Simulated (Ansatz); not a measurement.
# Cl on Pt(100): change of the work function, part 2 of 4

Wanted: Δφ(θ) for Cl/Pt(100), starting from the hollow site.

Ansatz 0.2.0; plane-wave DFT, PBE, Ansatz PAW.

So far, work function, upper face (eV): step 2 (the clean slab) 5.66.

### Step 3. The covered slab, k-mesh 4×4×1, coverage 0.111 ML

System of this step: Cl/Pt(100). The cell holds 37 atoms: 36 Pt and 1 Cl. Its edges and angles: a = 8.316 Å, b = 8.316 Å, c = 25.411 Å, α = 90.0°, β = 90.0°, γ = 90.0°. Vacuum lies along c.

The clean slab as it ended is repeated in the plane and the adsorbate is set on one face; the cell's size fixes the coverage, and the k-mesh shrinks with it to keep the sampling density about even. Adsorbate and upper layers relax, since the dipole depends on the height.

The input, input.yaml:

```yaml
crystal:
  lattice:
    - [8.3155757469, 0.0, 0.0]
    - [0.0, 8.3155757469, 0.0]
    - [0.0, 0.0, 25.4108260328]
  atoms:
    - { symbol: Pt, position: [0.1666666667, 0.1666666667, 0.3541797495] }
    - { symbol: Pt, position: [0.0, 0.0, 0.4313122283] }
    - { symbol: Pt, position: [0.1666666667, 0.1666666667, 0.5102178985] }
    - { symbol: Pt, position: [0.0, 0.0, 0.5878791136] }
    - { symbol: Pt, position: [0.1666666667, 0.5, 0.3541797495] }
    - { symbol: Pt, position: [0.0, 0.3333333333, 0.4313122283] }
    - { symbol: Pt, position: [0.1666666667, 0.5, 0.5102178985] }
    - { symbol: Pt, position: [0.0, 0.3333333333, 0.5878791136] }
    - { symbol: Pt, position: [0.1666666667, 0.8333333333, 0.3541797495] }
    - { symbol: Pt, position: [0.0, 0.6666666667, 0.4313122283] }
    - { symbol: Pt, position: [0.1666666667, 0.8333333333, 0.5102178985] }
    - { symbol: Pt, position: [0.0, 0.6666666667, 0.5878791136] }
    - { symbol: Pt, position: [0.5, 0.1666666667, 0.3541797495] }
    - { symbol: Pt, position: [0.3333333333, 0.0, 0.4313122283] }
    - { symbol: Pt, position: [0.5, 0.1666666667, 0.5102178985] }
    - { symbol: Pt, position: [0.3333333333, 0.0, 0.5878791136] }
    - { symbol: Pt, position: [0.5, 0.5, 0.3541797495] }
    - { symbol: Pt, position: [0.3333333333, 0.3333333333, 0.4313122283] }
    - { symbol: Pt, position: [0.5, 0.5, 0.5102178985] }
    - { symbol: Pt, position: [0.3333333333, 0.3333333333, 0.5878791136] }
    - { symbol: Pt, position: [0.5, 0.8333333333, 0.3541797495] }
    - { symbol: Pt, position: [0.3333333333, 0.6666666667, 0.4313122283] }
    - { symbol: Pt, position: [0.5, 0.8333333333, 0.5102178985] }
    - { symbol: Pt, position: [0.3333333333, 0.6666666667, 0.5878791136] }
    - { symbol: Pt, position: [0.8333333333, 0.1666666667, 0.3541797495] }
    - { symbol: Pt, position: [0.6666666667, 0.0, 0.4313122283] }
    - { symbol: Pt, position: [0.8333333333, 0.1666666667, 0.5102178985] }
    - { symbol: Pt, position: [0.6666666667, 0.0, 0.5878791136] }
    - { symbol: Pt, position: [0.8333333333, 0.5, 0.3541797495] }
    - { symbol: Pt, position: [0.6666666667, 0.3333333333, 0.4313122283] }
    - { symbol: Pt, position: [0.8333333333, 0.5, 0.5102178985] }
    - { symbol: Pt, position: [0.6666666667, 0.3333333333, 0.5878791136] }
    - { symbol: Pt, position: [0.8333333333, 0.8333333333, 0.3541797495] }
    - { symbol: Pt, position: [0.6666666667, 0.6666666667, 0.4313122283] }
    - { symbol: Pt, position: [0.8333333333, 0.8333333333, 0.5102178985] }
    - { symbol: Pt, position: [0.6666666667, 0.6666666667, 0.5878791136] }
    - { symbol: Cl, position: [0.1666666667, 0.1666666667, 0.6458202505] }
kpoints:
  mp_grid: { grid: [4, 4, 1] }
hamiltonian:
  xc: pbe
scf:
  occupations: { method: fermi_dirac, width: 0.1 }
  convergence: { dr2_threshold: 1.0e-08 }
efield:
  axis: 3
  dipole_correction: true
  ramp_position: 0.97
  ramp_width: 0.06
relax:
  f_tol: 0.02
  max_steps: 60
  constraints:
    - { sites: [0, 1, 4, 5, 8, 9, 12, 13, 16, 17, 20, 21, 24, 25, 28, 29, 32, 33] }
output:
  write_potential: true
  write_density: true
  volumetric_format: npy
```

Command:

```console
$ ansatz run input.yaml --threads 4 --pin off --max-ram 16384MiB --backend cpu --events-out ev --progress --plain --runs-dir out
```

What it wrote:

```text
[...]
Crystal: 37 atoms, lattice volume = 1757.128 Å³
Basis set: ecut = 420 eV, 34293 PW (Γ), exchange–correlation on 120×120×360 points (8 copies of the dense FFT grid, shifted against one another)
Bands: 393, of which v1, the nominal top of the filled ones, is band 328 counted from 1 (327 counted from 0)
Symmetry: 8 space group operations
[...]
k-points: 6 of 16
[...]
SCF iter   1: F=—  HF=-451894.713012 eV  |F-HF|=—  |Δ(HF+E_count)|=         —  Δρ=8.59e-3  dr2=1.64e1  ethr=1.77e-3  p=0.012 e·Å  D=1.20e-3 V/Å  ΔV_dip=-0.03 eV  dr2_dipole=4.91e0  V_vac-E_F(+/−)=5.10/5.13 eV  ⟨swp⟩=8.3  Hψ=9869  notcnv=0  defer=135
[...]
SCF iter  13: F=-451894.401757 eV  HF=-451894.401757 eV  |F-HF|=1.88e-8  |Δ(HF+E_count)|=   9.71e-8  Δρ=2.28e-7  dr2=1.85e-9  ethr=1.53e-12  p=0.126 e·Å  D=1.30e-2 V/Å  ΔV_dip=-0.33 eV  dr2_dipole=5.88e-13  V_vac-E_F(+/−)=5.34/5.67 eV  ⟨swp⟩=8.8  Hψ=14416  notcnv=0
SCF 1 converged in 13 iterations: F = -451894.401757 eV  dr2 = 1.85e-9
[...]
relax step   1: F+E_penalty+E_count = -451894.40175680 eV  Δ(F+E_penalty+E_count) = +0.000e0 eV  max|allowed force component| = 1.279e0 eV/Å  Δτ_max = 0.0000 Å  (13 SCF iters, accepted)
[...]
SCF iter  12: F=-451894.614466 eV  HF=-451894.614466 eV  |F-HF|=2.63e-8  |Δ(HF+E_count)|=   7.73e-8  Δρ=3.96e-7  dr2=6.46e-9  ethr=1.00e-12  p=0.092 e·Å  D=9.51e-3 V/Å  ΔV_dip=-0.24 eV  dr2_dipole=2.66e-10  V_vac-E_F(+/−)=5.43/5.67 eV  ⟨swp⟩=9.0  Hψ=15164  notcnv=0
SCF 2 converged in 12 iterations: F = -451894.614466 eV  dr2 = 6.46e-9
[...]
relax step   2: F+E_penalty+E_count = -451894.61446580 eV  Δ(F+E_penalty+E_count) = -2.127e-1 eV  max|allowed force component| = 5.494e-1 eV/Å  Δτ_max = 0.1364 Å  (12 SCF iters, accepted)
SCF iter   1: F=—  HF=-451894.725935 eV  |F-HF|=—  |Δ(HF+E_count)|=         —  Δρ=2.52e-3  dr2=9.10e-2  ethr=2.15e-4  p=0.092 e·Å  D=9.51e-3 V/Å  ΔV_dip=-0.24 eV  dr2_dipole=7.21e-3  V_vac-E_F(+/−)=5.42/5.66 eV  ⟨swp⟩=5.5  Hψ=5791  notcnv=0  defer=175
[...]
SCF iter  11: F=-451894.711339 eV  HF=-451894.711339 eV  |F-HF|=3.29e-8  |Δ(HF+E_count)|=   5.44e-8  Δρ=4.64e-7  dr2=8.35e-9  ethr=1.53e-12  p=0.089 e·Å  D=9.21e-3 V/Å  ΔV_dip=-0.23 eV  dr2_dipole=2.82e-11  V_vac-E_F(+/−)=5.43/5.67 eV  ⟨swp⟩=8.8  Hψ=14575  notcnv=0
SCF 3 converged in 11 iterations: F = -451894.711339 eV  dr2 = 8.35e-9
[...]
relax step   3: F+E_penalty+E_count = -451894.71133855 eV  Δ(F+E_penalty+E_count) = -9.687e-2 eV  max|allowed force component| = 2.934e-1 eV/Å  Δτ_max = 0.0538 Å  (11 SCF iters, accepted)
[...]
relax step   4: F+E_penalty+E_count = -451894.72482872 eV  Δ(F+E_penalty+E_count) = -1.349e-2 eV  max|allowed force component| = 6.158e-2 eV/Å  Δτ_max = 0.0592 Å  (10 SCF iters, accepted)
[...]
relax step   5: F+E_penalty+E_count = -451894.72534066 eV  Δ(F+E_penalty+E_count) = -5.119e-4 eV  max|allowed force component| = 2.784e-2 eV/Å  Δτ_max = 0.0137 Å  (10 SCF iters, accepted)
SCF iter   1: F=—  HF=-451894.726021 eV  |F-HF|=—  |Δ(HF+E_count)|=         —  Δρ=1.64e-4  dr2=7.47e-4  ethr=1.01e-6  p=0.071 e·Å  D=7.33e-3 V/Å  ΔV_dip=-0.19 eV  dr2_dipole=1.10e-4  V_vac-E_F(+/−)=5.48/5.67 eV  ⟨swp⟩=4.2  Hψ=7280  notcnv=0  defer=182
[...]
SCF iter   8: F=-451894.725620 eV  HF=-451894.725620 eV  |F-HF|=2.07e-8  |Δ(HF+E_count)|=   7.04e-8  Δρ=3.13e-7  dr2=3.37e-9  ethr=1.53e-12  p=0.072 e·Å  D=7.41e-3 V/Å  ΔV_dip=-0.19 eV  dr2_dipole=1.41e-10  V_vac-E_F(+/−)=5.48/5.67 eV  ⟨swp⟩=9.0  Hψ=15447  notcnv=0
SCF 6 converged in 8 iterations: F = -451894.725620 eV  dr2 = 3.37e-9
relax step   6: F+E_penalty+E_count = -451894.72561982 eV  Δ(F+E_penalty+E_count) = -2.792e-4 eV  max|allowed force component| = 1.419e-3 eV/Å  Δτ_max = 0.0027 Å  (8 SCF iters, accepted)
NSCF: frozen V_eff on 6 k-points
the search or the solves at the SCF's close seem to have found levels that the self-consistency loop had missed (the run counts 1). By its estimate they hold under 1e-12 electrons; where the run keeps them, the occupations were computed again with them
[...]
SCF converged after 8 iterations
Free energy (F): -451894.725620 eV
[...]
Internal energy: -451892.670836 eV  (E = F + TS)
E sigma→0 (E₀):  -451893.698228 eV
Entropy (-TS):   -2.054784 eV (-55.535 meV/atom)
Fermi energy:    3.470619 eV
Dipole field:    D = 0.007405 V/Å  (p = 0.071911 e·Å, saw-weighted, corrected)
Work function:   Φ+ = 5.4783 eV   Φ− = 5.6665 eV
[...]
--- Forces (eV/Å), atoms counted from 1 ---
  atom   1  Pt     0.00000000     0.00000000    -0.11138565
  atom   2  Pt     0.01135938     0.01135938     0.04071901
  atom   3  Pt     0.00000000     0.00000000     0.00015279
  atom   4  Pt     0.00015482     0.00015482    -0.00036192
  atom   5  Pt     0.00000000    -0.01920802    -0.08425960
  atom   6  Pt     0.01135938    -0.01135938     0.04071901
  atom   7  Pt     0.00000000     0.00030413    -0.00009945
  atom   8  Pt     0.00015482    -0.00015482    -0.00036192
  atom   9  Pt     0.00000000     0.01920802    -0.08425960
  atom  10  Pt    -0.11208106     0.00000000     0.05482462
  atom  11  Pt     0.00000000    -0.00030413    -0.00009945
  atom  12  Pt     0.00068326     0.00000000    -0.00141923
  atom  13  Pt    -0.01920802     0.00000000    -0.08425960
  atom  14  Pt    -0.01135938     0.01135938     0.04071901
  atom  15  Pt     0.00030413     0.00000000    -0.00009945
  atom  16  Pt    -0.00015482     0.00015482    -0.00036192
  atom  17  Pt    -0.01599366    -0.01599366    -0.09264989
  atom  18  Pt    -0.01135938    -0.01135938     0.04071901
  atom  19  Pt    -0.00032635    -0.00032635    -0.00027397
  atom  20  Pt    -0.00015482    -0.00015482    -0.00036192
  atom  21  Pt    -0.01599366     0.01599366    -0.09264989
  atom  22  Pt     0.11208106     0.00000000     0.05482462
  atom  23  Pt    -0.00032635     0.00032635    -0.00027397
  atom  24  Pt    -0.00068326     0.00000000    -0.00141923
  atom  25  Pt     0.01920802     0.00000000    -0.08425960
  atom  26  Pt     0.00000000    -0.11208106     0.05482462
  atom  27  Pt    -0.00030413     0.00000000    -0.00009945
  atom  28  Pt     0.00000000     0.00068326    -0.00141923
  atom  29  Pt     0.01599366    -0.01599366    -0.09264989
  atom  30  Pt     0.00000000     0.11208106     0.05482462
  atom  31  Pt     0.00032635    -0.00032635    -0.00027397
  atom  32  Pt     0.00000000    -0.00068326    -0.00141923
  atom  33  Pt     0.01599366     0.01599366    -0.09264989
  atom  34  Pt    -0.00000000     0.00000000     0.44680061
  atom  35  Pt     0.00032635     0.00032635    -0.00027397
  atom  36  Pt    -0.00000000     0.00000000    -0.00028518
  atom  37  Cl     0.00000000     0.00000000    -0.00125845
  max |Σ_I F_I| component: 5.76e-5 eV/Å
--- Band table (eV; the first three rows and the last of 6) ---
  k-point 0: bands = [... 324 lower, 3.3253, 3.3253, 3.3402, 3.3516, 3.3847, 3.3927, 3.3927, 3.4317, ... 61 higher]
  k-point 1: bands = [... 324 lower, 3.3581, 3.3855, 3.4041, 3.4257, 3.4593, 3.4805, 3.4806, 3.4995, ... 61 higher]
  k-point 2: bands = [... 324 lower, 3.3912, 3.4323, 3.4398, 3.4429, 3.4553, 3.4601, 3.4765, 3.5144, ... 61 higher]
  k-point 5: bands = [... 324 lower, 3.5025, 3.5025, 3.5046, 3.6162, 3.6364, 3.6461, 3.6898, 3.6898, ... 61 higher]
--- Relaxed structure (6 steps of the walk, 6 accepted, 0 SCFs on fresh bases) ---
  F+E_penalty+E_count = -451894.72561982 eV   max|allowed force component| = 1.419e-3 eV/Å
  atoms:
    - { symbol: Pt, position: [0.166667, 0.166667, 0.3541797495] }
    - { symbol: Pt, position: [1.666666e-11, 1.666666e-11, 0.4313122283] }
    - { symbol: Pt, position: [0.166667, 0.166667, 0.510510] }
    - { symbol: Pt, position: [-0.00710935, -0.00710935, 0.588844] }
    - { symbol: Pt, position: [0.166667, 0.500000, 0.3541797495] }
    - { symbol: Pt, position: [1.666666e-11, 0.333333, 0.4313122283] }
    - { symbol: Pt, position: [0.166667, 0.500103, 0.509773] }
    - { symbol: Pt, position: [-0.00710935, 0.340443, 0.588844] }
    - { symbol: Pt, position: [0.166667, 0.833333, 0.3541797495] }
    - { symbol: Pt, position: [1.666666e-11, 0.666667, 0.4313122283] }
    - { symbol: Pt, position: [0.166667, 0.833230, 0.509773] }
    - { symbol: Pt, position: [0.000961354, 0.666667, 0.588271] }
    - { symbol: Pt, position: [0.500000, 0.166667, 0.3541797495] }
    - { symbol: Pt, position: [0.333333, 1.666666e-11, 0.4313122283] }
    - { symbol: Pt, position: [0.500103, 0.166667, 0.509773] }
    - { symbol: Pt, position: [0.340443, -0.00710935, 0.588844] }
    - { symbol: Pt, position: [0.500000, 0.500000, 0.3541797495] }
    - { symbol: Pt, position: [0.333333, 0.333333, 0.4313122283] }
    - { symbol: Pt, position: [0.499119, 0.499119, 0.510849] }
    - { symbol: Pt, position: [0.340443, 0.340443, 0.588844] }
    - { symbol: Pt, position: [0.500000, 0.833333, 0.3541797495] }
    - { symbol: Pt, position: [0.333333, 0.666667, 0.4313122283] }
    - { symbol: Pt, position: [0.499119, 0.834214, 0.510849] }
    - { symbol: Pt, position: [0.332372, 0.666667, 0.588271] }
    - { symbol: Pt, position: [0.833333, 0.166667, 0.3541797495] }
    - { symbol: Pt, position: [0.666667, 1.666666e-11, 0.4313122283] }
    - { symbol: Pt, position: [0.833230, 0.166667, 0.509773] }
    - { symbol: Pt, position: [0.666667, 0.000961354, 0.588271] }
    - { symbol: Pt, position: [0.833333, 0.500000, 0.3541797495] }
    - { symbol: Pt, position: [0.666667, 0.333333, 0.4313122283] }
    - { symbol: Pt, position: [0.834214, 0.499119, 0.510849] }
    - { symbol: Pt, position: [0.666667, 0.332372, 0.588271] }
    - { symbol: Pt, position: [0.833333, 0.833333, 0.3541797495] }
    - { symbol: Pt, position: [0.666667, 0.666667, 0.4313122283] }
    - { symbol: Pt, position: [0.834214, 0.834214, 0.510849] }
    - { symbol: Pt, position: [0.666667, 0.666667, 0.588359] }
    - { symbol: Cl, position: [0.166667, 0.166667, 0.653019] }
```

Elapsed: 19 min, on 4 threads of Arm Neoverse V1, shared host; peak memory 12 GiB.

This run has no spin polarisation although its electron count is odd.

Step by step:

```csv
step,energy less that of the first step (eV),largest force component (eV/Å)
1,0.0000,1.2786
2,-0.2127,0.5494
3,-0.3096,0.2934
4,-0.3231,0.0616
5,-0.3236,0.0278
6,-0.3239,0.0014
```

Forces are held to the 8 operations that the program found; a distortion that breaks them can't arise in this run.

The atoms that moved most (Å):

```csv
atom,dx,dy,dz,length
Cl37,0.000,0.000,0.183,0.183
Pt20,0.059,0.059,0.025,0.087
Pt16,0.059,-0.059,0.025,0.087
Pt8,-0.059,0.059,0.025,0.087
Pt4,-0.059,-0.059,0.025,0.087
Pt31,0.007,-0.007,0.016,0.019
Pt19,-0.007,-0.007,0.016,0.019
Pt23,-0.007,0.007,0.016,0.019
```

The relaxed structure:

```xyz
37
Lattice="8.3156 0.0000 0.0000 0.0000 8.3156 0.0000 0.0000 0.0000 25.4108" Properties=species:S:1:pos:R:3
Pt    1.3859    1.3859    9.0000
Pt    0.0000    0.0000   10.9600
Pt    1.3859    1.3859   12.9725
Pt   -0.0591   -0.0591   14.9630
Pt    1.3859    4.1578    9.0000
Pt    0.0000    2.7719   10.9600
Pt    1.3859    4.1586   12.9538
Pt   -0.0591    2.8310   14.9630
Pt    1.3859    6.9296    9.0000
Pt    0.0000    5.5437   10.9600
Pt    1.3859    6.9288   12.9538
Pt    0.0080    5.5437   14.9484
Pt    4.1578    1.3859    9.0000
Pt    2.7719    0.0000   10.9600
Pt    4.1586    1.3859   12.9538
Pt    2.8310   -0.0591   14.9630
Pt    4.1578    4.1578    9.0000
Pt    2.7719    2.7719   10.9600
Pt    4.1505    4.1505   12.9811
Pt    2.8310    2.8310   14.9630
Pt    4.1578    6.9296    9.0000
Pt    2.7719    5.5437   10.9600
Pt    4.1505    6.9370   12.9811
Pt    2.7639    5.5437   14.9484
Pt    6.9296    1.3859    9.0000
Pt    5.5437    0.0000   10.9600
Pt    6.9288    1.3859   12.9538
Pt    5.5437    0.0080   14.9484
Pt    6.9296    4.1578    9.0000
Pt    5.5437    2.7719   10.9600
Pt    6.9370    4.1505   12.9811
Pt    5.5437    2.7639   14.9484
Pt    6.9296    6.9296    9.0000
Pt    5.5437    5.5437   10.9600
Pt    6.9370    6.9370   12.9811
Pt    5.5437    5.5437   14.9507
Cl    1.3859    1.3859   16.5938
```

This step gave:

* energy at zero smearing: -451893.6982 eV
* work function, upper face: 5.478 eV
* work function, lower face: 5.666 eV
* dipole along the normal: 0.07191 e·Å
* step between the vacuum levels: -0.1882 eV

Running mean over 1.96 Å of the planar mean; the ramp of the sawtooth is left out. Electron's electrostatic potential energy less the Fermi level against z:

```csv
z (Å),electron's electrostatic potential energy less the Fermi level (eV)
3.0,5.67
3.5,5.67
4.0,5.67
4.5,5.67
5.0,5.66
5.5,5.66
6.0,5.62
6.5,5.50
7.0,4.96
7.5,2.61
8.0,-3.02
8.5,-8.77
9.0,-11.3
9.5,-11.8
10.0,-12.0
10.5,-12.1
11.0,-12.1
11.5,-11.8
12.0,-11.7
12.5,-11.9
13.0,-12.1
13.5,-11.9
14.0,-11.7
14.5,-11.7
15.0,-11.3
15.5,-8.92
16.0,-3.44
16.5,1.77
17.0,3.91
17.5,4.72
18.0,5.22
18.5,5.43
19.0,5.47
19.5,5.48
20.0,5.48
20.5,5.48
21.0,5.48
21.5,5.48
22.0,5.48
```

The relaxation took 6 steps and lowered the energy by 0.32 eV; the largest force on the free atoms ends at 0.0014 eV/Å.

The covered face has 5.48 eV, -0.18 eV against the clean one; the bare back face has moved by +0.01 eV, a measure of how thin the slab is.

(Part 2 of 4 ends here.)

[Long decimals in the printed logs are rounded to 6 places.]

[Logs are printed without paths, hosts, clocks, repeated set-up lines and the standing remarks that a program may print on its own settings, such as how far it seeks lower states.]

[Hosts, paths, dates, database ids (printed as entryN), source tags and the programs' standing remarks are cut or masked in the printed files.]

[Maps of the electrostatic potential energy from Ansatz leave out the sawtooth potential of an applied field or a dipole correction, so their vacuum need not be flat; planar profiles and work functions include it.]
